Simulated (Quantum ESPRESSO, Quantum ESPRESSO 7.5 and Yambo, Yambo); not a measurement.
# BaTiO3 (P4mm): G0W0 on several meshes in Yambo

Aim: the GW shift of BaTiO3 (P4mm) against the k mesh.

Method: PBE and many-body steps on it, plane waves, in Quantum ESPRESSO 7.5 and Yambo 5.3.0.

## (1) The structure

The structure is tetragonal, space group P4mm (No. 99). The conventional cell has a = 3.990 Å, b = 3.990 Å, c = 4.023 Å, α = 90.00°, β = 90.00°, γ = 90.00°. Nearest to Ba lie 12 O at 2.80 to 2.87 Å. Nearest to Ti lie 6 O at 1.84 to 2.18 Å. Nearest to O lie 2 Ti at 1.84 to 2.18 Å and 4 Ba at 2.82 Å. Nearest to O lie 2 Ti at 2.00 Å and 4 Ba at 2.80 to 2.87 Å. Farther neighbours and most contacts between anions are not listed.

The cell and positions come from the Crystallography Open Database and are kept as given unless a step says otherwise. Spin-orbit coupling is left out unless a step names it.

## (2) Empty states on the mesh, 2×2×2 mesh, 87 bands

This step: Quantum ESPRESSO 7.5; DFT, PBE, plane waves, norm-conserving pseudopotentials.

The sums over transitions need many empty states on a uniform mesh; this step solves for them.

pw.in

```
&control
  calculation = 'nscf'
  prefix = 'x'
  outdir = 'o'
  pseudo_dir = 'pseudo'
/
&system
  ibrav = 0
  nat = 5
  ntyp = 3
  ecutwfc = 76.0
  nbnd = 87
  force_symmorphic = .true.
/
&electrons
  conv_thr = 1e-9
  electron_maxstep = 80
  diago_full_acc = .true.
  diago_thr_init = 5e-6
/
ATOMIC_SPECIES
  Ba 137.33 Ba.upf
  Ti 47.867 Ti.upf
  O 15.999 O.upf
CELL_PARAMETERS angstrom
  3.9904800000 0.0000000000 0.0000000000
  0.0000000000 3.9904800000 0.0000000000
  0.0000000000 0.0000000000 4.0230300000
ATOMIC_POSITIONS crystal
  Ba 0.0000000000 0.0000000000 0.0000000000
  Ti 0.5000000000 0.5000000000 0.5220000000
  O 0.5000000000 0.5000000000 0.9790000000
  O 0.5000000000 0.0000000000 0.4880000000
  O 0.0000000000 0.5000000000 0.4880000000
K_POINTS automatic
  2 2 2 0 0 0
```

Run with:

```
$ OMP_NUM_THREADS=1 mpirun -n 4 pw.x -nk 4 -in pw.in > pw.out
```

Output:

```text
Program PWSCF v.7.5 starts

     This program is part of the open-source Quantum ESPRESSO suite
     for quantum simulation of materials; please cite
         "P. Giannozzi et al., J. Phys.:Condens. Matter 21 395502 (2009);
         "P. Giannozzi et al., J. Phys.:Condens. Matter 29 465901 (2017);
         "P. Giannozzi et al., J. Chem. Phys. 152 154105 (2020);
     in publications or presentations arising from this work. More details at

     Atomic positions and unit cell read from directory:
     o/x.save/

     Message from routine setup:
[...]
48.4576  48.4767  48.8648  49.2952  49.8937  51.0862  51.1534  51.5432
    52.3635  52.4589  53.6814  54.6872  54.6885  54.7440  55.3754  56.1551
    56.1606  56.3866  56.8928  58.0629  59.7452  61.5461  63.2553

          k = 0.0000-0.5000-0.4960 (  4828 PWs)   bands (ev):

     [... further k-points ...]

     highest occupied, lowest unoccupied level (ev):    10.4956   12.3468

     XML data file, pseudopotentials, collected wavefunctions

=------------------------------------------------------------------------------=
   JOB DONE.
=------------------------------------------------------------------------------=
```

It took 7.2 s on 4 MPI ranks of Arm Neoverse V1, shared host; peak memory 0.36 GiB.

This step gave:

| Quantity | Value |
| --- | --- |
| gap | 1.851 eV |
| k of the valence top | -0.5, -0.5, -0.5 |
| k of the conduction bottom | 0, 0, 0 |
| least direct gap | 2.222 eV |
| k points computed | 6 |
| lowest point of the top converged band, above the valence top | 48.89 eV |

On this mesh the gap is 1.851 eV.

The density comes from a self-consistent run that is not shown.

## (3) Conversion and set-up

This step: Yambo 5.3.0; conversion and set-up on PBE, plane waves, norm-conserving pseudopotentials.

The states are converted to the many-body program's format and the q mesh is built.

Run with:

```
$ (cd o/x.save; p2y > p2y.log; mv SAVE ../..); yambo > setup.log
```

Output:

```text
 Yambo, version 5.3.0

 [02] CORE Variables Setup
 =========================

  [02.01] Unit cells
  ==================

  Cell kind             :  Unknown
  Atoms in the cell     :  Ba  Ti  O
  number of Ba atoms    :  1
  number of Ti atoms    :  1
  number of O  atoms    :  3

  List of atomic masses
  Mass of Ba    :  137.3300
  Mass of Ti    :  47.86700
  Mass of O     :  15.99900

  List of atomic coordinates    : [cc]
  Ba1       :  0.000000  0.000000  0.000000  order 1
  Ti1       :  3.770457  3.770457  3.968466  order 2
[...]
==========================================

 IBZ Q-points                                      :   6
 BZ  Q-points                                      :   8

 K/Q-points units:
 rlu = crystal or reduced units; cc = cartesian coordinates; iku = interal k-units

 Q [1]          [rlu]:  0.000000  0.000000  0.000000
 Q [2]          [rlu]:  0.000000  0.000000 -0.500000
 Q [3]          [rlu]:  0.000000 -0.500000  0.000000
 Q [4]          [rlu]:  0.000000 -0.500000 -0.500000
 Q [5]          [rlu]: -0.500000 -0.500000  0.000000
 Q [6]          [rlu]: -0.500000 -0.500000 -0.500000

  [03.01] X indexes
  =================

   [03.01.01] Sigma indexes
   ========================

 [06] Game Over & Game summary
```

Run time: 2.7 s. Hardware: 1 MPI rank; peak memory 0.24 GiB.

## (4) 2×2×2

Now the one-shot GW correction: screening in the RPA, then the self-energy of the levels asked for.

This step: G0W0 on PBE, plane waves, norm-conserving pseudopotentials.

gw13.in

```
HF_and_locXC
gw0
dyson
ppa
em1d
rim_cut
RandQpts= 1000000
RandGvec= 1 RL
EXXRLvcs= 76 Ry
VXCRLvcs= 304 Ry
Chimod= "HARTREE"
% BndsRnXp
 1 | 87 |
%
NGsBlkXp= 9 Ry
% LongDrXp
 1 | 1 | 1 |
%
% GbndRnge
 1 | 87 |
%
DysSolver= "n"
ExtendOut
PPAPntXp= 27.21138 eV
% QPkrange
 6 | 6 | 19 | 22 |
 1 | 1 | 19 | 22 |
%
```

Run with:

```
$ OMP_NUM_THREADS=1 mpirun -n 4 yambo -F gw13.in -J gw13 -C gw13 > gw13.log
```

Output:

```text
 Yambo, version 5.3.0

 [02] CORE Variables Setup
 =========================

  [... cell, symmetries and grids as in the set-up ...]

  [02.05] Energies & Occupations
  ==============================

  [X] === General ===
  [X] Electronic Temperature                        :  0.000000  0.000000 [eV K]
  [X] Bosonic    Temperature                        :  0.000000  0.000000 [eV K]
  [X] Finite Temperature mode                       : no
  [X] El. density                                   :  0.62439E+24 [cm-3]
  [X] Fermi Level                                   :  10.49564 [eV]

  [X] === Gaps and Widths ===
  [X] Conduction Band Min                           :  1.851171 [eV]
  [X] Valence Band Max                              :  0.000000 [eV]
  [X] Filled Bands                                  :  20
  [X] Empty Bands                                   :   21   87
  [X] Direct Gap                                    :  2.221732 [eV]
  [X] Direct Gap localized at k                     :  1
  [X] Indirect Gap                                  :  1.851171 [eV]
  [X] Indirect Gap between kpts                     :   6   1
  [X] Last valence band width                       :  0.967689 [eV]
  [X] 1st conduction band width                     :  2.396446 [eV]

 [03] Transferred momenta grid and indexing
 ==========================================

 IBZ Q-points                                      :   6
 BZ  Q-points                                      :   8

 K/Q-points units:
 rlu = crystal or reduced units; cc = cartesian coordinates; iku = interal k-units

 Q [1]          [rlu]:  0.000000  0.000000  0.000000
 Q [2]          [rlu]:  0.000000  0.000000 -0.500000
 Q [3]          [rlu]:  0.000000 -0.500000  0.000000
 Q [4]          [rlu]:  0.000000 -0.500000 -0.500000
 Q [5]          [rlu]: -0.500000 -0.500000  0.000000
 Q [6]          [rlu]: -0.500000 -0.500000 -0.500000

 [04] Coloumb potential Random Integration (RIM)
 ===============================================

  [04.01] RIM initialization
  ==========================

  * Diagonal components only detected *

  8 x (sBL volume)        :  0.573772 [a.u.]
  sBZ random points       :  1000000
  Points outside the sBZ  :   7992674
  RL volume               :  0.573772 [a.u.]
  Integrated volume       :  0.574298 [a.u.]

  [04.02] RIM integrals
  =====================

  Gamma point sphere radius             :  0.150729 [a.u.]
  Points outside the sphere             :   799811
  [Int_sBZ(q=0) 1/q^2]*(Vol_sBZ)^(-1/3) =:  7.678270
                                 should be <:  7.795600

  Summary of Coulomb integrals for non-metallic bands |Q|[au] RIM/Bare

  Q [1] 0.100000E-4 0.984949 * Q [2] 0.413236 1.048808
  Q [3] 0.416606 1.051937 * Q [4] 0.586792 1.050375
  Q [5] 0.589170 1.050199 * Q [6] 0.719643 1.035977

 [05] Dipoles
 ============

  [05.01] Setup: observables and procedures
  =========================================

  [WARNING] [x,Vnl] slows the Dipoles computation. To neglect it rename the ns.kb_pp file

 [06] Dynamic Dielectric Matrix (PPA)
 ====================================

 [WR./gw13//ndb.pp]--------------------------------------------------------------
  Brillouin Zone Q/K grids (IBZ/BZ)                :   6   8   6   8
  RL vectors                                       :   5983 [WF]
  Coulomb cutoff potential                         : none
  Electronic Temperature                           :  0.000000 [K]
  Bosonic    Temperature                           :  0.000000 [K]
  PPA    diel. fun.  energies                      : Perdew, Burke & Ernzerhof(X)+Perdew, Burke & Ernzerhof(C)
  wavefunctions                                    : Perdew, Burke & Ernzerhof(X)+Perdew, Burke & Ernzerhof(C)
  Global Gauge                                     : length
  X matrix size                                    :  203
  X band range                                     :    1   87
  X e/h energy range                               : -1.000000 -1.000000 [eV]
  X Time ordering                                  : R
  X Hxc Kernel                                     : HARTREE
  X Drude frequency                                :  0.000000  0.000000
  X poles                                          :  100.0000 [o/o]
  RL vectors in the sum                            :   5983
  [r,Vnl] included                                 : yes
  Field direction                                  :  0.577350E-5  0.577350E-5  0.577350E-5
  BZ energy Double Grid                            : no
  BZ energy DbGd points                            : 0
  BZ Q point size factor                           : -1.000000
  X Optical Averaged directions                    : none

 [07] Local Exchange-Correlation + Non-Local Fock
 ================================================

 [VXC] Plane waves :   38715
 [EXS] Plane waves :   4897

 QP @ state[ 1 ] K range:  1  1
 QP @ state[ 1 ] b range:  19  22
 QP @ state[ 2 ] K range:   6   6
 QP @ state[ 2 ] b range:  19  22

 [xc] Functional : Perdew, Burke & Ernzerhof(X)+Perdew, Burke & Ernzerhof(C)
 [xc] LIBXC used to calculate xc functional
  PP Number of Atomic Species                      :  3
  NLCC RL compoments                               :   38715
  PP Number of Atomic Species                      :  3
  NLCC RL compoments                               :   38715

 [xc] E_xc :  -21.70113 [Ha]
      E_xc :  -43.40225 [Ry]

  Local XC kind (lXC) : Perdew, Burke & Ernzerhof(X)+Perdew, Burke & Ernzerhof(C)
  Non-Local XC kind (nlXC) : Hartree-Fock

  Corrections @ K [1] :  [eV]
 <19|nlXC|19> = -24.50385  0.19949E-16 <19|lXC|19> = -20.04581  0.37763E-15
 <20|nlXC|20> = -24.50209  0.17425E-16 <20|lXC|20> = -20.04581  0.000000
 <21|nlXC|21> = -10.94094 -0.24575E-17 <21|lXC|21> = -18.71892 -0.47204E-16
 <22|nlXC|22> = -11.76860 -0.60597E-17 <22|lXC|22> = -19.03010  0.000000

  Corrections @ K [6] :  [eV]
 <19|nlXC|19> = -24.64361  0.18042E-16 <19|lXC|19> = -19.98980  0.94408E-16
 <20|nlXC|20> = -24.76560  0.44096E-16 <20|lXC|20> = -20.04685  0.000000
 <21|nlXC|21> = -13.04563  0.39532E-17 <21|lXC|21> = -21.81386  0.18882E-15
 <22|nlXC|22> = -13.24982 -0.18648E-17 <22|lXC|22> = -21.83147  0.75527E-15

  [07.01] Hartree-Fock occupations report
  =======================================

  [Hartree-Fock] === General ===
  [Hartree-Fock] Electronic Temperature             :  0.000000  0.000000 [eV K]
  [Hartree-Fock] Bosonic    Temperature             :  0.000000  0.000000 [eV K]
  [Hartree-Fock] Finite Temperature mode            : no
  [Hartree-Fock] El. density                        :  0.62439E+24 [cm-3]
  [Hartree-Fock] Fermi Level                        :  10.49564 [eV]

  [Hartree-Fock] === Gaps and Widths ===
  [Hartree-Fock] Conduction Band Min                :  2.002627 [eV]
  [Hartree-Fock] Valence Band Max                   : -0.071890 [eV]
  [Hartree-Fock] Filled Bands                       :  20
  [Hartree-Fock] Empty Bands                        :   21   87
  [Hartree-Fock] Direct Gap                         :  2.712089 [eV]
  [Hartree-Fock] Direct Gap localized at k          :  2
  [Hartree-Fock] Indirect Gap                       :  2.074517 [eV]
  [Hartree-Fock] Indirect Gap between kpts          :   5   2
  [Hartree-Fock] Last valence band width            :  4.754947 [eV]
  [Hartree-Fock] 1st conduction band width          :  11.01322 [eV]

 [08] Dyson equation: Newton solver
 ==================================

  [08.01] G0W0 (W PPA)
  ====================

  [  GW  ] Bands range     :    1   87
  [GW/PPA] G damping       :  0.100000 [eV]

  QP @ state[ 1 ] K range:  1  1
  QP @ state[ 1 ] b range:  19  22
  QP @ state[ 2 ] K range:   6   6
  QP @ state[ 2 ] b range:  19  22

   Sc/G bands                                       :    1   87
   Sc/G damping                                     :  0.100000 ev
   Sc bands terminator                              : no
   Sx RL components                                 :   4897

   QP @ state[ 1 ] K range                          :  1  1
   QP @ state[ 1 ] b range                          :  19  22
   QP @ state[ 2 ] K range                          :   6   6
   QP @ state[ 2 ] b range                          :  19  22
   GF energies kind                                 : Perdew, Burke & Ernzerhof(X)+Perdew, Burke & Ernzerhof(C)
   GF WF`s kind                                     : Perdew, Burke & Ernzerhof(X)+Perdew, Burke & Ernzerhof(C)
   Xs energies kind                                 : Perdew, Burke & Ernzerhof(X)+Perdew, Burke & Ernzerhof(C)
   Xs WF`s kind                                     : Perdew, Burke & Ernzerhof(X)+Perdew, Burke & Ernzerhof(C)

 [11] Game Over & Game summary
```

Wall time 12 s (4 MPI ranks); peak memory 1.3 GiB; 46 s of CPU time.

This step gave:

```yaml
g0w0_gap_on_the_points_computed: 3.314 eV
starting_gap_on_the_mesh: 1.851 eV
k_of_the_valence_top: -0.5, -0.5, -0.5
k_of_the_conduction_bottom: 0, 0, 0
least_direct_g0w0_gap_on_the_computed_points: 3.747 eV
z_at_the_valence_top: 0.7664
z_at_the_conduction_bottom: 0.7800
```

The gap on the mesh goes from 1.85 eV to 3.31 eV, a correction of +1.46 eV.

## (5) Empty states on the mesh, 6×6×6 mesh, 87 bands

This step: Quantum ESPRESSO 7.5; DFT, PBE, plane waves, norm-conserving pseudopotentials.

Edit pw.in of step 2 so:

```diff
@@ -35,2 +35,2 @@
 K_POINTS automatic
-  2 2 2 0 0 0
+  6 6 6 0 0 0
```

Run with:

```
$ OMP_NUM_THREADS=1 mpirun -n 4 pw.x -nk 4 -in pw.in > pw.out
```

Output:

```text
[banner, memory and clock lines left out]
Program PWSCF v.7.5 starts

     Atomic positions and unit cell read from directory:
     o/x.save/

     Message from routine setup:
     using ibrav=0 with symmetry is DISCOURAGED, use correct ibrav instead

     G-vector sticks info

     bravais-lattice index     =            0
     lattice parameter (alat)  =       7.5409  a.u.
     unit-cell volume          =     432.3148 (a.u.)^3
     number of atoms/cell      =            5
     number of atomic types    =            3
     number of electrons       =        40.00
[...]
k = 0.0000 0.0000 0.1653 (  4845 PWs)   bands (ev):

[...]
56.1402  57.1775  57.3844  57.3844  59.3196  59.6755  59.6756

          k = 0.0000 0.0000 0.3306 (  4857 PWs)   bands (ev):

[...]
47.9598  48.5940  49.1031  49.1031  49.7647  51.4656  52.1669  52.1846
    52.2232  52.3990  52.3990  53.7780  53.7780  55.1888  55.1888  56.1240
    56.8306  57.4718  57.4718  57.9740  60.3980  60.4610  61.4789

          k = 0.0000 0.0000-0.4960 (  4846 PWs)   bands (ev):

     [... further k-points ...]

     highest occupied, lowest unoccupied level (ev):    10.4956   12.3468

     XML data file, pseudopotentials, collected wavefunctions
```

Elapsed: 30 s, on 4 MPI ranks; peak memory 0.37 GiB; 2 min of CPU time.

Numbers from this step:

- gap: 1.851 eV
- k of the valence top: -0.5, -0.5, -0.5
- k of the conduction bottom: 0, 0, 0
- least direct gap: 2.222 eV
- k points computed: 40
- lowest point of the top converged band, above the valence top: 48.89 eV

On this mesh the gap is 1.851 eV.

(Part 1 of 2 ends here.)

[Paths, hosts, dates, memory and timing lines, banners, echoed tables and standing remarks are left out of the program output.]

[Logs are printed without paths, hosts, clocks, repeated set-up lines and the standing remarks that a program may print on its own settings, such as how far it seeks lower states.]

[Runs of the session that timed out or met a known fault of the program may be left out.]

[Hosts, paths, dates, database ids (printed as entryN), source tags and the programs' standing remarks are cut or masked in the printed files.]
